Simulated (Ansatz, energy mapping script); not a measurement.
# Spin model of MnF2 from collinear orders

Wanted: the magnetic order of MnF2, its couplings and an estimate of its ordering temperature, by HSE06.

Program: Ansatz 0.2.0. Level of theory: HSE06; plane waves, collinear spin, no spin–orbit coupling. Results are calculated unless marked as measured.

**1. Starting point**

Symmetry: P4_2/mnm, No. 136, tetragonal system. Conventional cell: a = 4.874 Å, b = 4.874 Å, c = 3.311 Å, α = 90.00°, β = 90.00°, γ = 90.00°. Mn has 6 F at 2.10 to 2.13 Å nearest. F has 3 Mn at 2.10 to 2.13 Å nearest. Farther neighbours and most contacts between anions are not listed.

As a file:

```cif
data_structure
_symmetry_space_group_name_H-M 'P4_2/mnm'
_symmetry_Int_Tables_number 136
_cell_length_a 4.8738
_cell_length_b 4.8738
_cell_length_c 3.3107
_cell_angle_alpha 90.000
_cell_angle_beta 90.000
_cell_angle_gamma 90.000
_cell_volume 78.64
loop_
_atom_site_label
_atom_site_type_symbol
_atom_site_symmetry_multiplicity
_atom_site_Wyckoff_symbol
_atom_site_fract_x
_atom_site_fract_y
_atom_site_fract_z
_atom_site_occupancy
Mn1 Mn 2 a 0.00000 0.00000 0.00000 1
F1 F 4 f 0.30530 0.30530 0.00000 1
```

Exact exchange localises the open shell without a U to choose, and it is dear.

**2. Run 1 (parallel; cell A, 12 atoms)**

Each cell gets its own parallel run on the same mesh, so that most of the mesh error cancels in the differences.

input.yaml reads:

```yaml
crystal:
  lattice:
    - [4.8738, 0.0, 0.0]
    - [0.0, 4.8738, 3.3107]
    - [0.0, -4.8738, 3.3107]
  atoms:
    - { symbol: Mn, position: [0.0, 0.0, 0.0], spin: 4.5 }
    - { symbol: Mn, position: [0.0, 0.5, 0.5], spin: 4.5 }
    - { symbol: Mn, position: [0.5, 0.5, 0.0], spin: 4.5 }
    - { symbol: Mn, position: [0.5, 0.0, 0.5], spin: 4.5 }
    - { symbol: F, position: [0.3053, 0.15265, 0.84735] }
    - { symbol: F, position: [0.3053, 0.65265, 0.34735] }
    - { symbol: F, position: [0.1947, 0.65265, 0.84735] }
    - { symbol: F, position: [0.1947, 0.15265, 0.34735] }
    - { symbol: F, position: [0.6947, 0.34735, 0.65265] }
    - { symbol: F, position: [0.6947, 0.84735, 0.15265] }
    - { symbol: F, position: [0.8053, 0.34735, 0.15265] }
    - { symbol: F, position: [0.8053, 0.84735, 0.65265] }
magnetization:
  spin_polarized: true
kpoints:
  mp_grid: { grid: [5, 4, 4] }
hamiltonian:
  xc: hse06
scf:
  occupations: { method: fermi_dirac, width: 0.05 }
output:
  eigenvalues: true
```

On the command line:

```bash
$ ansatz run input.yaml --threads 8 --pin off --max-ram 61440MiB --backend cuda --events-out ev --progress --plain --runs-dir out
```

Numbers of over 12 decimals in the logs are rounded to 6 here.

The program printed:

```text
Engine: ansatz 0.2.0, aarch64-unknown-linux-gnu
Pseudopotentials: kind: paw
Pseudopotential: Mn, paw, valence charge 15, recommended cutoff 420 eV (normal), Mn.paw.azcp
Pseudopotential: F, paw, valence charge 7, recommended cutoff 420 eV (normal), F.paw.azcp
Functional definition: HSE06
  parameter a = 0.25
  parameter omega = 0.11/bohr
  exchange = pbe_x - a*pbe_x_sr(omega) + a*exact_x_sr(omega)
  correlation = pbe_c
[...]
Crystal: 12 atoms, lattice volume = 157.284 Å³
Basis set: ecut = 420 eV, 3059 PW (Γ)
Bands: 81, of which v1, the nominal top of the filled ones, is band 58 counted from 1 (57 counted from 0)
Symmetry: 16 space group operations
Space group: P42/mnm (ITA 136), of the structure as read, at distance tolerance 5.4e-5 Å
Magnetic group: BNS 136.495 (UNI 1155), of the structure as read, at distance tolerance 5.4e-5 Å
k-points: 21 of 80
Non-local potential: Mn, projectors of the file, l = 0: 3, l = 1: 2, l = 2: 3, l = 3: 1
Non-local potential: F, projectors of the file, l = 0: 2, l = 1: 2, l = 2: 1
PAW form: soft (Blöchl's): semilocal exchange-correlation on the pseudo side does not see the compensation charge
PAW frozen core: Mn, regenerated for the run's functional, and the local potential with it (the file was generated under x = pbe(κ = 0.804, μ = 0.219515), c = pbe(β = 0.066725))
PAW frozen core: F, regenerated for the run's functional, and the local potential with it (the file was generated under x = pbe(κ = 0.804, μ = 0.219515), c = pbe(β = 0.066725))
PAW one-centre angular grid: Mn, 590 points (default); XC on 64 Gauss nodes
PAW one-centre angular grid: F, 110 points (default); XC on 64 Gauss nodes
Initial density: superposition of atomic densities (chi_scale 0.1, normalization cell, long waves kept (reshape's long-wave potential 0.01 eV rms))
Starting moments: Σ|m| = 18 μB on 4 of 12 sites
Initial wavefunctions: pseudopotential atomic-orbital guess
[...]
Functional: x = pbe(κ = 0.804, μ = 0.219515), c = pbe(β = 0.066725), warm-up for x = pbe(κ = 0.804, μ = 0.219515) + 0.25 (exact − pbe) at short range (hse, ω = 0.207870 Å⁻¹), c = pbe(β = 0.066725); HSE06 as pw.x's `hse` composes it (authors' and Libxc's form: `xc: wpbeh`)
SCF iter   1: F=—  HF=-22139.477734 eV  |F-HF|=—  |Δ(HF+E_count)|=         —  Δρ=6.17e-1 (↑2.51e-1 ↓6.17e-1)  dr2=1.08e3  dr2_m=7.14e1  M=3.898 μB ∫|m|=3.994 μB  β_m=0.30  ethr=1.00e-1  ⟨swp⟩=6.0  Hψ=10709  notcnv=0
preconditioner: auto → Kerker (q_TF=auto, 2.593 Å⁻¹)  [metal: Δε(μ)=0.009 eV  Ē_g=13.076 eV  σ=0.050 eV  W_gap=0.05  n_scr=46 (ndim 8)  ℏωp=27.1 eV  f_vac=0.064  D(μ)=15.94/eV (n_scr^D=204)]
spin=Collinear: Kerker preconditioning applied to the charge; magnetization (m = ρ↑ − ρ↓) channel mixes plain (no charge-response kernel on spin).
SCF iter   2: F=—  HF=-22076.398976 eV  |F-HF|=—  |Δ(HF+E_count)|=    6.31e1  Δρ=1.60e-1 (↑1.09e-1 ↓1.60e-1)  dr2=4.32e1  dr2_m=8.13e0  M=19.978 μB ∫|m|=19.978 μB  β_m=1.00  ethr=1.00e-1  ⟨swp⟩=4.3  Hψ=10485  notcnv=0
[...]
SCF iter   4: F=—  HF=-22065.776001 eV  |F-HF|=—  |Δ(HF+E_count)|=   2.98e-1  Δρ=2.68e-2 (↑2.68e-2 ↓2.14e-2)  dr2=1.48e0  dr2_m=3.10e-1  M=20.000 μB ∫|m|=20.000 μB  β_m=0.30  ethr=1.15e-2  ⟨swp⟩=4.3  Hψ=10008  notcnv=0  defer=1
Mixer restart at iter 4: flushing history
spin-set hold released at iteration 4 (site moments contracting): the magnetisation degrees of freedom join the quasi-Newton model from the next iteration; the mixer history was flushed
SCF iter   5: F=—  HF=-22066.658659 eV  |F-HF|=—  |Δ(HF+E_count)|=   8.83e-1  Δρ=1.54e-2 (↑1.54e-2 ↓1.28e-2)  dr2=5.03e-1  dr2_m=1.49e-1  M=20.000 μB ∫|m|=20.001 μB  β_m=0.57  ethr=1.28e-3  ⟨swp⟩=3.4  Hψ=7362  notcnv=0
[...]
SCF iter  11: F=-22067.909466 eV  HF=-22067.909443 eV  |F-HF|=2.27e-5  |Δ(HF+E_count)|=   9.61e-5  Δρ=9.34e-5 (↑9.34e-5 ↓5.24e-5)  dr2=2.65e-5  dr2_m=1.23e-6  M=20.000 μB ∫|m|=20.002 μB  ethr=1.11e-7  ⟨swp⟩=3.5  Hψ=7621  notcnv=0
SCF 1 stopped early in 11 iterations: F = -22067.909466 eV  dr2 = 2.65e-5
  greatest PAW one-centre occupation: 1.005 electrons in one spin orbital (limit 2), on the Mn atom at site 3 (counted from 0), in its partial waves of l = 1
[...]
hybrid outer 1: dexx = +8.683e-2 eV, tail = 3.02e-4 eV
[...]
SCF 3 converged in 5 iterations: F = -22069.127610 eV  dr2 = 5.35e-8
hybrid outer 2: dexx = +4.839e-6 eV, tail = 4.61e-7 eV, Δε = 7.38e-3 eV (about 3.42e-4 eV left of the loop's levels)
[...]
Absolute magnetization: 20.0120 μB (∫|ρ↑−ρ↓|, with the PAW one-centre terms)
Spin contamination: 0.0100 ħ² per cell (⟨S²⟩ above its minimum at these occupations)
Per-site moments (μB) at R_I (Å): [(4.277462, 0.868027), (4.277462, 0.868027), (4.277462, 0.868027), (4.277462, 0.868027), (0.083663, 0.868027), (0.083663, 0.868027), (0.083663, 0.868027), (0.083663, 0.868027), (0.083663, 0.868027), (0.083663, 0.868027), (0.083663, 0.868027), (0.083663, 0.868027)]
Free energy (F): -22069.127610 eV
Frozen-core exchange: fock
Harris-Foulkes:  -22069.127610 eV  (|F-HF|=4.73e-8)
Internal energy: -22069.127610 eV  (E = F + TS)
E sigma→0 (E₀):  -22069.127610 eV
Fermi energy:    7.227557 eV
--- Per-component energies (eV) ---
  E_band       = -1937.157388
  E_kinetic    = 2861.570165
  E_local      = -14493.697604  (includes V_loc(G=0)·N_el)
  E_nonlocal   = 1615.156448
  E_hartree    = 5792.006305
  E_xc         = -860.982108
  E_vxc        = -1092.710174  (∫ρ·V_xc dr)
  E_exx        = -483.783980  (= α·E_x^exact, valence–valence)
  E_paw        = -6588.370159  (= ΣΔE_a)
  E_vpaw       = -1443.959235  (= ΣTr[D̂ρ^β])
  E_aug_tail   = 0.016293  (compensation charges beyond the density's cutoff)
  E_ewald      = -9910.015134
  E_core_change = -1.027835  (= ΣΔE_core)
  E_smearing   = -0.000000  (= −TS)
  E_closure    = 0.000000  (closes the sum)
  Σ components = -22069.127610   (vs F -22069.127610, Δ=-3.64e-12)
--- Band table (eV; the first three rows and the last of 42) ---
  k-point 0 ↑: bands = [... 54 lower, 2.8858, 3.0171, 3.0171, 3.3341, 3.3568, 3.3568, 3.5483]
  k-point 1 ↑: bands = [... 54 lower, 3.0118, 3.0275, 3.0577, 3.4090, 3.4453, 3.5393, 3.5490]
  k-point 2 ↑: bands = [... 54 lower, 3.0674, 3.0674, 3.2545, 3.2545, 3.4645, 3.4645, 3.8788]
  k-point 20 ↓: bands = [... 54 lower, 11.7395, 11.7395, 11.8338, 11.8338, 12.0189, 12.0189]
```

Wall time 11 s (1 × NVIDIA GB200 with 8 threads of Arm Neoverse V2, shared host); peak memory 2.4 GiB.

Reading the cycles: dr2 is the Hartree energy of the density residual (eV), the measure of convergence; HF is the Harris–Foulkes estimate of the energy, which meets the free energy F at convergence.

Spin moment in the sphere by atom:

```
atom  spin moment in the sphere (μB)
 Mn1                            4.28
 Mn2                            4.28
 Mn3                            4.28
 Mn4                            4.28
  F5                            0.08
  F6                            0.08
  F7                            0.08
  F8                            0.08
  F9                            0.08
 F10                            0.08
 F11                            0.08
 F12                            0.08
```

The run ends ferromagnetic.

**3. Order 2: compensated +−+−, cell A of 12 atoms**

This order reverses 2 of the 2 neighbours at 3.31 Å, 4 of the 8 neighbours at 3.82 Å and 2 of the 4 neighbours at 4.87 Å, counted for an average magnetic atom.

Changes to input.yaml since step 2:

```diff
@@ -7,5 +7,5 @@
     - { symbol: Mn, position: [0.0, 0.0, 0.0], spin: 4.5 }
-    - { symbol: Mn, position: [0.0, 0.5, 0.5], spin: 4.5 }
+    - { symbol: Mn, position: [0.0, 0.5, 0.5], spin: -4.5 }
     - { symbol: Mn, position: [0.5, 0.5, 0.0], spin: 4.5 }
-    - { symbol: Mn, position: [0.5, 0.0, 0.5], spin: 4.5 }
+    - { symbol: Mn, position: [0.5, 0.0, 0.5], spin: -4.5 }
     - { symbol: F, position: [0.3053, 0.15265, 0.84735] }
```

The program printed:

```text
[...]
Crystal: 12 atoms, lattice volume = 157.284 Å³
Basis set: ecut = 420 eV, 3059 PW (Γ)
Bands: 81, of which v1, the nominal top of the filled ones, is band 58 counted from 1 (57 counted from 0)
Symmetry: 4 space group operations
[...]
k-points: 30 of 80
[...]
Starting moments: Σ|m| = 18 μB on 4 of 12 sites
Starting magnetic order: antiferromagnet; a translation exchanges its spin sublattices: spin-degenerate at every k-point
[...]
the translation (0, 0.5, 0.5) carries every atom to within crystal.symmetry.tolerance of an atom of its element with the starting moment reversed, but both spin channels are solved: the dense algebra is the device's
SCF iter   1: F=—  HF=-22139.726087 eV  |F-HF|=—  |Δ(HF+E_count)|=         —  Δρ=4.69e-1 (↑4.69e-1 ↓4.69e-1)  dr2=1.07e3  dr2_m=6.95e1  M=-0.000 μB ∫|m|=3.571 μB  β_m=0.30  ethr=1.00e-1  ⟨swp⟩=6.1  Hψ=15436  notcnv=0
[...]
SCF iter   3: F=—  HF=-22066.452269 eV  |F-HF|=—  |Δ(HF+E_count)|=    1.00e1  Δρ=6.04e-2 (↑6.04e-2 ↓6.04e-2)  dr2=1.28e1  dr2_m=8.51e-2  M=-0.000 μB ∫|m|=19.249 μB  β_m=1.00  ethr=3.62e-2  ⟨swp⟩=3.0  Hψ=10351  notcnv=0
[...]
SCF iter   4: F=—  HF=-22065.541141 eV  |F-HF|=—  |Δ(HF+E_count)|=   9.11e-1  Δρ=1.72e-2 (↑1.72e-2 ↓1.72e-2)  dr2=5.67e-1  dr2_m=1.55e-1  M=0.000 μB ∫|m|=19.208 μB  β_m=0.30  ethr=4.82e-4  ⟨swp⟩=3.7  Hψ=22652  notcnv=0  defer=9
[...]
hybrid outer 1: dexx = +9.929e-2 eV, tail = 3.30e-4 eV
[...]
SCF 3 converged in 4 iterations: F = -22069.174926 eV  dr2 = 7.97e-8
[...]
Per-site moments (μB) at R_I (Å): [(4.270452, 0.868027), (-4.270452, 0.868027), (4.270452, 0.868027), (-4.270452, 0.868027), (0.027571, 0.868027), (-0.027571, 0.868027), (0.027571, 0.868027), (-0.027571, 0.868027), (-0.027571, 0.868027), (0.027571, 0.868027), (0.027571, 0.868027), (-0.027571, 0.868027)]
Free energy (F): -22069.174926 eV
Frozen-core exchange: fock
[...]
Internal energy: -22069.174926 eV  (E = F + TS)
E sigma→0 (E₀):  -22069.174926 eV
Fermi energy:    7.303548 eV
[...]
--- Band table (eV; the first three rows and the last of 60) ---
  k-point 0 ↑: bands = [... 54 lower, 3.8298, 4.1730, 4.5385, 5.0665, 9.4433, 11.3019, 11.4238]
  k-point 1 ↑: bands = [... 54 lower, 3.8722, 4.1426, 4.5057, 5.0833, 10.0185, 11.3138, 11.4023]
  k-point 2 ↑: bands = [... 54 lower, 3.9144, 4.1093, 4.4755, 5.1008, 11.2708, 11.3246, 11.3358]
  k-point 29 ↓: bands = [... 54 lower, 4.0126, 4.0126, 4.6657, 4.6657, 11.4379, 11.4379, 11.5774]
```

Elapsed: 13 s, on 1 × NVIDIA GB200 with 8 threads; peak memory 2.4 GiB.

Spin moment in the sphere by atom:

| atom | spin moment in the sphere (μB) |
| --- | --- |
| Mn1 | 4.27 |
| Mn2 | -4.27 |
| Mn3 | 4.27 |
| Mn4 | -4.27 |
| F5 | 0.03 |
| F6 | -0.03 |
| F7 | 0.03 |
| F8 | -0.03 |
| F9 | -0.03 |
| F10 | 0.03 |
| F11 | 0.03 |
| F12 | -0.03 |

The run ends antiferromagnetic, 11.83 meV a magnetic atom below the parallel order of its cell.

**4. Uncompensated +++− start in cell A (12 atoms)**

This order reverses 1 of the 2 neighbours at 3.31 Å, 4 of the 8 neighbours at 3.82 Å and 1 of the 4 neighbours at 4.87 Å, counted for an average magnetic atom.

Changes to input.yaml since step 3:

```diff
@@ -7,3 +7,3 @@
     - { symbol: Mn, position: [0.0, 0.0, 0.0], spin: 4.5 }
-    - { symbol: Mn, position: [0.0, 0.5, 0.5], spin: -4.5 }
+    - { symbol: Mn, position: [0.0, 0.5, 0.5], spin: 4.5 }
     - { symbol: Mn, position: [0.5, 0.5, 0.0], spin: 4.5 }
```

The program printed:

```text
[...]
Crystal: 12 atoms, lattice volume = 157.284 Å³
Basis set: ecut = 420 eV, 3059 PW (Γ)
Bands: 81, of which v1, the nominal top of the filled ones, is band 58 counted from 1 (57 counted from 0)
Symmetry: 4 space group operations
[...]
k-points: 27 of 80
[...]
Starting moments: Σ|m| = 18 μB on 4 of 12 sites
[...]
Internal energy: -22069.174277 eV  (E = F + TS)
E sigma→0 (E₀):  -22069.174277 eV
Fermi energy:    7.245925 eV
[...]
--- Band table (eV; the first three rows and the last of 54) ---
  k-point 0 ↑: bands = [... 54 lower, 3.2662, 3.3014, 3.4158, 3.6239, 3.9894, 4.1189, 4.7129]
  k-point 1 ↑: bands = [... 54 lower, 3.2486, 3.3198, 3.5276, 3.6073, 4.0008, 4.1680, 4.5588]
  k-point 2 ↑: bands = [... 54 lower, 3.2551, 3.2638, 3.4727, 3.8951, 4.0841, 4.1996, 4.3948]
  k-point 26 ↓: bands = [... 54 lower, 11.3286, 11.3971, 11.5118, 11.6367, 11.7302, 11.7379]
[key lines of the parts left out:]
Free energy (F): -22069.174277 eV
```

Elapsed: 12 s, on 1 × NVIDIA GB200 with 8 threads; peak memory 2.5 GiB.

The run ends ferrimagnetic, 11.67 meV a magnetic atom below the parallel order of its cell.

**5. Order 4: parallel, cell B of 6 atoms**

A new cell needs its own zero of energy.

input.yaml, the sections that differ from step 4:

```yaml
crystal:
  lattice:
    - [0.0, 0.0, 3.3107]
    - [4.8738, 0.0, 0.0]
    - [0.0, 4.8738, 0.0]
  atoms:
    - { symbol: Mn, position: [0.0, 0.0, 0.0], spin: 4.5 }
    - { symbol: Mn, position: [0.5, 0.5, 0.5], spin: 4.5 }
    - { symbol: F, position: [0.0, 0.3053, 0.3053] }
    - { symbol: F, position: [0.5, 0.1947, 0.8053] }
    - { symbol: F, position: [0.0, 0.6947, 0.6947] }
    - { symbol: F, position: [0.5, 0.8053, 0.1947] }
kpoints:
  mp_grid: { grid: [7, 5, 5] }
# magnetization, hamiltonian, scf, output: as in step 4
```

The program printed:

```text
[...]
Crystal: 6 atoms, lattice volume = 78.642 Å³
Basis set: ecut = 420 eV, 1519 PW (Γ)
Bands: 41, of which v1, the nominal top of the filled ones, is band 29 counted from 1 (28 counted from 0)
Symmetry: 16 space group operations
[...]
k-points: 24 of 175
[...]
Starting moments: Σ|m| = 9 μB on 2 of 6 sites
[...]
--- Band table (eV; the first three rows and the last of 48) ---
  k-point 0 ↑: bands = [... 25 lower, 2.8178, 2.8304, 2.8858, 2.8858, 3.3341, 3.7133, 4.7762, 4.7762, ... 8 higher]
  k-point 1 ↑: bands = [... 25 lower, 2.9253, 2.9467, 2.9545, 2.9687, 3.5314, 3.6408, 4.7260, 4.7361, ... 8 higher]
  k-point 2 ↑: bands = [... 25 lower, 2.9808, 3.0644, 3.0867, 3.1650, 3.4286, 4.1475, 4.6467, 4.6581, ... 8 higher]
  k-point 23 ↓: bands = [... 25 lower, 11.4985, 11.5380, 11.7185, 11.8166, 11.8977, 12.3381, 12.4688, 12.8282, ... 8 higher]
[key lines of the parts left out:]
Magnetization: 10.0000 μB (34.0000 up, 24.0000 down)
Free energy (F): -11034.563814 eV
Fermi energy:    7.227866 eV
```

The job ended after 6.4 s (1 × NVIDIA GB200 with 8 threads; peak memory 2 GiB; 15 s of CPU time).

The run ends ferromagnetic. For each magnetic atom its energy differs from the parallel run of the first cell by 0.00 meV, an error that one common reference would have brought in.

**6. Order 5: compensated +−, cell B of 6 atoms**

This order reverses 0 of the 2 neighbours at 3.31 Å, 8 of the 8 neighbours at 3.82 Å and 0 of the 4 neighbours at 4.87 Å, counted for an average magnetic atom.

Changes to input.yaml since step 5:

```diff
@@ -7,3 +7,3 @@
     - { symbol: Mn, position: [0.0, 0.0, 0.0], spin: 4.5 }
-    - { symbol: Mn, position: [0.5, 0.5, 0.5], spin: 4.5 }
+    - { symbol: Mn, position: [0.5, 0.5, 0.5], spin: -4.5 }
     - { symbol: F, position: [0.0, 0.3053, 0.3053] }
```

The program printed:

```text
[...]
Crystal: 6 atoms, lattice volume = 78.642 Å³
Basis set: ecut = 420 eV, 1519 PW (Γ)
Bands: 41, of which v1, the nominal top of the filled ones, is band 29 counted from 1 (28 counted from 0)
Symmetry: 8 space group operations
[...]
k-points: 36 of 175
[...]
Starting moments: Σ|m| = 9 μB on 2 of 6 sites
[...]
--- Band table (eV; the first three rows and the last of 72) ---
  k-point 0 ↑: bands = [... 25 lower, 3.0878, 3.2958, 4.2633, 4.6363, 9.4670, 11.1657, 11.8127, 11.8741, ... 8 higher]
  k-point 1 ↑: bands = [... 25 lower, 3.1027, 3.3082, 4.3665, 4.6492, 9.9157, 11.1932, 11.8044, 11.8593, ... 8 higher]
  k-point 2 ↑: bands = [... 25 lower, 3.1254, 3.3240, 4.5218, 4.6704, 10.9497, 11.3101, 11.7905, 11.8353, ... 8 higher]
  k-point 35 ↓: bands = [... 25 lower, 3.0498, 3.3135, 4.0281, 4.5389, 11.5387, 11.5608, 11.8408, 12.3720, ... 8 higher]
[key lines of the parts left out:]
Magnetization: 0.0000 μB (29.0000 up, 29.0000 down)
Free energy (F): -11034.609834 eV
Fermi energy:    7.151021 eV
```

Wall time 8.8 s (1 × NVIDIA GB200 with 8 threads); peak memory 2 GiB.

The run ends antiferromagnetic, 23.01 meV a magnetic atom below the parallel order of its cell.

**7. Order 6: parallel, cell C of 12 atoms**

The parallel order again, as the reference for this cell.

input.yaml reads:

```yaml
crystal:
  lattice:
    - [0.0, -4.8738, -3.3107]
    - [0.0, 4.8738, -3.3107]
    - [4.8738, 0.0, 3.3107]
  atoms:
    - { symbol: Mn, position: [0.5, 0.5, 0.0], spin: 4.5 }
    - { symbol: Mn, position: [0.0, 0.0, 0.0], spin: 4.5 }
    - { symbol: Mn, position: [0.25, 0.75, 0.5], spin: 4.5 }
    - { symbol: Mn, position: [0.75, 0.25, 0.5], spin: 4.5 }
    - { symbol: F, position: [0.5, 0.8053, 0.3053] }
    - { symbol: F, position: [0.0, 0.3053, 0.3053] }
    - { symbol: F, position: [0.9447, 0.75, 0.1947] }
    - { symbol: F, position: [0.4447, 0.25, 0.1947] }
    - { symbol: F, position: [0.5, 0.1947, 0.6947] }
    - { symbol: F, position: [0.0, 0.6947, 0.6947] }
    - { symbol: F, position: [0.5553, 0.75, 0.8053] }
    - { symbol: F, position: [0.0553, 0.25, 0.8053] }
magnetization:
  spin_polarized: true
kpoints:
  mp_grid: { grid: [5, 5, 5] }
hamiltonian:
  xc: hse06
scf:
  occupations: { method: fermi_dirac, width: 0.05 }
output:
  eigenvalues: true
```

The program printed:

```text
[...]
Crystal: 12 atoms, lattice volume = 157.284 Å³
Basis set: ecut = 420 eV, 3031 PW (Γ)
Bands: 81, of which v1, the nominal top of the filled ones, is band 58 counted from 1 (57 counted from 0)
Symmetry: 32 space group operations
[...]
k-points: 18 of 125
[...]
Starting moments: Σ|m| = 18 μB on 4 of 12 sites
[...]
Internal energy: -22069.127634 eV  (E = F + TS)
E sigma→0 (E₀):  -22069.127634 eV
Fermi energy:    7.235161 eV
[...]
--- Band table (eV; the first three rows and the last of 36) ---
  k-point 0 ↑: bands = [... 54 lower, 2.9960, 3.0227, 3.0227, 3.2886, 3.2886, 3.3337, 3.7130]
  k-point 1 ↑: bands = [... 54 lower, 2.9683, 3.0210, 3.0210, 3.3826, 3.3826, 3.5310, 3.6405]
  k-point 2 ↑: bands = [... 54 lower, 3.0641, 3.0863, 3.1647, 3.3818, 3.3818, 3.4284, 3.5410]
  k-point 17 ↓: bands = [... 54 lower, 11.7039, 11.7273, 11.7679, 11.8085, 11.8113, 11.8487]
[key lines of the parts left out:]
Free energy (F): -22069.127634 eV
```

Run time: 10 s. Hardware: 1 × NVIDIA GB200 with 8 threads; peak memory 2.3 GiB; 30 s of CPU time.

The run ends ferromagnetic. For each magnetic atom its energy differs from the parallel run of the first cell by -0.01 meV, an error that one common reference would have brought in.

(Part 1 of 2 ends here.)

[Logs and program files are shortened in this print: banners, set-up blocks, solver, clock and traceback lines can be left out without a mark of their own.]

[Logs are printed without paths, hosts, clocks, repeated set-up lines and the standing remarks that a program may print on its own settings, such as how far it seeks lower states.]

[Hosts, paths, dates, database ids (printed as entryN), source tags and the programs' standing remarks are cut or masked in the printed files.]

[Where a cell is said to come from a database of computed structures, the database is the Materials Project.]
